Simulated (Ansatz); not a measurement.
## SrPbF4: complex band structure: band edges

Ansatz 0.2.0; LDA DFT, plane waves, PAW files.

The energy window and the wavevectors of the next steps follow from the band edges, so these are searched first, off the mesh as well.

The structure was built from a prototype and need not be the compound's stable phase.

input.yaml

```yaml
crystal:
  lattice:
    - [5.7472729263, 0.0003171867, 0.0]
    - [0.000158068, 2.8668115347, 2.8668014959]
    - [-0.000158068, -2.8668115347, 2.8668014959]
  atoms:
    - { symbol: Sr, position: [0.5, 0.9699301322, 0.9699301322] }
    - { symbol: Pb, position: [0.0, 0.4699624419, 0.4699624419] }
    - { symbol: F, position: [0.7432725896, 0.9698729654, 0.4699470089] }
    - { symbol: F, position: [0.2567274104, 0.4699470089, 0.9698729654] }
    - { symbol: F, position: [0.7433035329, 0.4699068034, 0.9698866482] }
    - { symbol: F, position: [0.2566964671, 0.9698866482, 0.4699068034] }
kpoints:
  mp_grid: { grid: [4, 6, 6] }
  band_path: { path: [VBM, CBM], npoints: 30 }
scf:
  occupations: { method: fixed }
hamiltonian:
  xc: lda
output:
  eigenvalues: true
  write_potential: true
  write_density: true
  volumetric_format: npy
  elf: true
```

On the command line:

```console
ansatz run input.yaml --threads 2 --pin off --max-ram 4096MiB --backend cpu --events-out ev --progress --plain --runs-dir out
```

**Question.** What does this run give for the electronic bands?

The 52 valence electrons fill 26 bands exactly, which allows a gap.

Electrostatic potential energy in the ac plane of the cell as run, not the conventional one, at fractional y = 0.470, with atoms of Pb and F within 0.2 Å of it. With pseudopotentials it is smooth inside the atoms' cores, unlike the true potential.

Valence density in the ac plane of the cell as run, not the conventional one, at fractional y = 0.470, with atoms of Pb and F within 0.2 Å of it. It is the smooth field of the valence electrons, not physical close to the nuclei.

This step gave:

```yaml
gap_on_the_k_mesh: 4.026 eV
gap_on_path: 4.026 eV, by band count; negative where bands overlap
direct_gap_on_path: 4.758 eV
edge_places_on_path: 0, 0.7749 1/A along the path
```

The electronic bands at the labelled points (eV, zero at the Fermi level (highest filled level under fixed occupations); v1 is the highest filled band, c1 the lowest empty one):

```
  point     v4     v3     v2     v1    c1    c2    c3    c4
    VBM  -2.53  -2.29  -2.24   0.00  5.22  6.13  7.77  8.56
halfway  -2.31  -2.21  -2.03  -0.34  5.00  5.91  7.54  8.16
    CBM  -2.23  -1.87  -1.87  -0.73  4.03  7.34  7.34  7.84
```

ELF in the ac plane of the cell as run, not the conventional one, at fractional y = 0.470, with atoms of Pb and F within 0.2 Å of it.

Ten even steps from '_' (0.00) to '@' (0.79), each cell a mean:
```
__==@@@@##@@%%::__++@@%%##@@##..
....**@@@@@@##::__==%%@@@@%%==..
==::::==****==____::++**++--::--
==++--......________......::==++
..--++--..______________::====..
__..++==..______________--++--__
__::++--..______________::====..
==++--......________......::====
==--::--++++--____..==**++::::--
....++@@@@@@**..__==%%@@@@%%--..
__--@@@@##@@%%::__++@@%%%%@@##..
```
Columns run along a (5.7 Å), rows up along c (4.1 Å). Atoms in or near the plane, at fractional coordinates: Pb at (0.00, 0.47), F at (0.26, 0.97), F at (0.74, 0.97).

Ten even steps from '0' (-36 eV) to '9' (11 eV), each cell a mean:
```
9961018999500399
9995369999843799
7889999999999987
1368999999999851
1037999999998611
3117999999998502
2027999999998611
1268999999999841
6789999999999986
9996479999955799
9971028999500399
```
Columns run along a (5.7 Å; values clipped at the 3rd and 97th percentile), rows up along c (4.1 Å). Atoms in or near the plane, at fractional coordinates: Pb at (0.00, 0.47), F at (0.26, 0.97), F at (0.74, 0.97).

Ten even steps from '_' (0 e/Å³) to '@' (11 e/Å³), each cell a mean:
```
____..**@@==________..##@@--____
______..::..__________::::..____
________________________________
....__________________________..
++--..______________________..==
%%==..______________________::**
++--..______________________..==
::..__________________________..
________________________________
______..::..__________..::______
____..++@@==________..##%%--____
```
Columns run along a (5.7 Å), rows up along c (4.1 Å). Atoms in or near the plane, at fractional coordinates: Pb at (0.00, 0.47), F at (0.26, 0.97), F at (0.74, 0.97).

[Logs are printed without paths, hosts, clocks, repeated set-up lines and the standing remarks that a program may print on its own settings, such as how far it seeks lower states.]

[Hosts, paths, dates, database ids (printed as entryN), source tags and the programs' standing remarks are cut or masked in the printed files.]
